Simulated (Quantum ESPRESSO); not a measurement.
# SiC (Moissanite 3C): phonons by linear response, part 2 of 2

How does SiC (Moissanite 3C) vibrate, and is this structure a minimum?

Quantum ESPRESSO 7.5; DFT LDA, scalar-relativistic, plane waves, PseudoDojo norm-conserving pseudopotentials.

So far, highest frequency (cm⁻¹): step 7 (interpolated phonon bands) 974. The relaxed cell has a = 4.326 Å (conventional setting).

## 9. Zone-centre analysis (continued)

Degenerate modes summed, no LO-TO term. Lines of the infrared spectrum (strongest = 100):

| position (cm⁻¹) | lines merged | label | IR intensity, relative |
| --- | --- | --- | --- |
| 798 | 3 | T2 | 100 |

Static dielectric tensor (ions relaxed, fixed cell):

```
10.24  0.00  0.00
 0.00 10.24  0.00
 0.00  0.00 10.24
```

The rule moves no optical mode by more than 0.1 cm⁻¹.

## 10. Sum rules set otherwise (asr no)

Without the rule the raw error of the acoustic modes shows.

File dynmat.in:

```
 &input
    fildyn='x.dyn1',
    asr='no',
    fileig='dynmat.eig',
    lperm=.true.,
 /
```

Command:

```bash
dynmat.x -in dynmat.in > dynmat.out
```

Run time: 0.72 s. Hardware: 1 thread of AMD EPYC 7R43, shared host.

This step gave:

```
largest acoustic frequency at the zone centre before the sum rule : 0.66 cm⁻¹
```

Zone-centre frequencies as printed; negative means imaginary. Modes:

| mode | frequency (cm⁻¹) |
| --- | --- |
| 1 | 0.66 |
| 2 | 0.66 |
| 3 | 0.66 |
| 4 | 798.1 |
| 5 | 798.1 |
| 6 | 798.1 |

Against the first rule no mode moves by more than 0.7 cm⁻¹.

## 11. Sum rules set otherwise: a sum rule for molecules or wires on a crystal

This rule also removes rotations, which suits molecules and not a crystal; it is tried to see the harm.

File dynmat.in:

```
 &input
    fildyn='x.dyn1',
    asr='zero-dim',
    fileig='dynmat.eig',
    lperm=.true.,
 /
```

Command:

```bash
dynmat.x -in dynmat.in > dynmat.out
```

Wall time 0.73 s (1 thread).

The program raised no error, yet the settings are not those of a careful run.

The fault: a sum rule for molecules or wires on a crystal; 2 optical modes are projected out to zero frequency, as if they were rotations, and the static dielectric tensor is spoilt.

For a crystal the rule has to be 'simple' or 'crystal'.

Zone-centre frequencies as printed; negative means imaginary. Modes:

| mode | frequency (cm⁻¹) |
| --- | --- |
| 1 | 0 |
| 2 | 0 |
| 3 | 0 |
| 4 | 0 |
| 5 | 0 |
| 6 | 798.1 |

## 12. Modes along a direction of q (1 0 0)

A longitudinal polar mode sets up a macroscopic field that stiffens it; the term hangs on the direction from which q goes to zero.

File dynmat.in:

```
 &input
    fildyn='x.dyn1',
    asr='simple',
    fileig='dynmat.eig',
    q(1)=1.0,
    q(2)=0.0,
    q(3)=0.0,
 /
```

Command:

```bash
dynmat.x -in dynmat.in > dynmat.out
```

Wall time 0.72 s (1 thread).

Numbers from this step:

* highest mode moved by the LO-TO term: 973.9 cm⁻¹

Zone-centre frequencies as printed; negative means imaginary. Modes:

| mode | frequency (cm⁻¹) |
| --- | --- |
| 1 | 0 |
| 2 | 0 |
| 3 | 0 |
| 4 | 798.1 |
| 5 | 798.1 |
| 6 | 973.9 |

The field moves one mode, from 798 to 974 cm⁻¹; the others stay.

## 13. The dispersion under another sum rule (asr all)

The sum rule corrects the force constants themselves, so it can shift branches at any wavevector, low ones most.

File matdyn.in:

```
 &input
    asr='all',
    flfrc='x.fc',
    flfrq='x.freq',
    flvec='x.modes',
    q_in_band_form=.true.,
    q_in_cryst_coord=.true.,
 /
8
  0.0000000   0.0000000   0.0000000   8  ! GAMMA
 -0.0000000   0.5000000   0.5000000   8  ! X
 -0.0000000   0.6250000   0.3750000   1  ! U
 -0.3750000   0.3750000  -0.0000000   8  ! K
  0.0000000   0.0000000   0.0000000   8  ! GAMMA
 -0.0000000   0.5000000  -0.0000000   8  ! L
 -0.2500000   0.5000000   0.2500000   8  ! W
 -0.0000000   0.5000000   0.5000000   1  ! X
```

Command:

```bash
matdyn.x -in matdyn.in > matdyn.out
```

Run time: 0.81 s. Hardware: 1 thread.

At the labelled points the branches move by no more than 0.1 cm⁻¹. The log warns that this rule wants the long-range part of the force constants stored apart (write_lr, read_lr) in a polar crystal, which was not done.

## 14. What came out

```
space group after relaxation                                       : F-43m
volume per atom                                                    : 10.1 Å³
gap on the k-mesh                                                  : 1.31 eV
highest optical zone-centre mode (no LO-TO term)                   : 798.1 cm⁻¹
highest mode moved by the LO-TO term                               : 973.9 cm⁻¹
mean high-frequency dielectric constant                            : 6.88
largest Born charge in size (third of the trace)                   : 2.72 e
mean static dielectric constant                                    : 10.2
q mesh                                                             : 4×4×4
lowest mode on the q mesh (acoustic ones at the zone centre apart) : 196.9 cm⁻¹
zero-point energy per atom                                         : 111.3 meV
heat capacity at 300 K                                             : 13.4 J/(mol atoms K)
vibrational entropy at 300 K                                       : 8.40 J/(mol atoms K)
imaginary modes on the q mesh                                      : none
```

SiC (Moissanite 3C) is dynamically stable on the 4×4×4 mesh; its spectrum reaches 974 cm⁻¹. At the LDA level the optical modes of SiC (Moissanite 3C) at the zone centre (no LO-TO term) lie at 798 cm⁻¹. Along the directions run, the highest mode that the macroscopic field moves lies at 974 cm⁻¹. Lattice motion raises the mean dielectric constant from 6.879 to 10.24. The Lyddane-Sachs-Teller relation holds: (ωLO/ωTO)² is 1.49 and ε₀/ε∞ is 1.49. These are harmonic frequencies at zero temperature: anharmonic shifts and linewidths and thermal expansion are left out.

Comparison with the measured values:

| quantity | measured | LDA PseudoDojo norm-conserving, Quantum ESPRESSO |
| --- | --- | --- |
| lattice constant a (Å) | 4.357 | 4.326 (-0.7 %) |
| band gap (gap on the k-mesh) (eV) | 2.4 | 1.31 (-1.09 eV) |
| ε∞ (mean of the tensor) | 6.49 | 6.88 (+6.0 %) |
| Raman mode, TO at Gamma (degenerate … (cm⁻¹) | 796 | 798 (+0.3 %) |
| infrared mode, TO at Gamma (cm⁻¹) | 797.5 | 798 (+0.1 %) |

Measured values from arxiv:1210.3244 (2012), pmc:7200658 (2020), arxiv:astro-ph/9903031 (1999), arxiv:cond-mat/0701342 (2007) and arxiv:0803.1210 (2008).

**Verdict.** The lattice constant a is off by -0.7 %: fair agreement. The band gap is off by -1.09 eV. Local and semilocal functionals usually give gaps below the measured ones. The computed gap is read on a k-mesh, which can miss the band edges. Zero-point and thermal motion shift the measured gap. The ε∞ is off by +6.0 %: good agreement. The Raman mode is off by +0.3 %: good agreement. The infrared mode is off by +0.1 %: good agreement. The grades are ours: good and fair within 0.7 and 1.5 % for the lattice constant a, 7 and 18 % for the ε∞, 3 and 7 % for the Raman mode and 3 and 7 % for the infrared mode. For lattice constants, Raman mode and infrared mode the calculation has a static lattice, without zero-point motion or thermal expansion (measured at up to 300 K).

[Host names and launcher messages were left out of these logs when they were recorded.]

[Logs are printed without paths, hosts, clocks, repeated set-up lines and the standing remarks that a program may print on its own settings, such as how far it seeks lower states.]

[Hosts, paths, dates, database ids (printed as entryN), source tags and the programs' standing remarks are cut or masked in the printed files.]
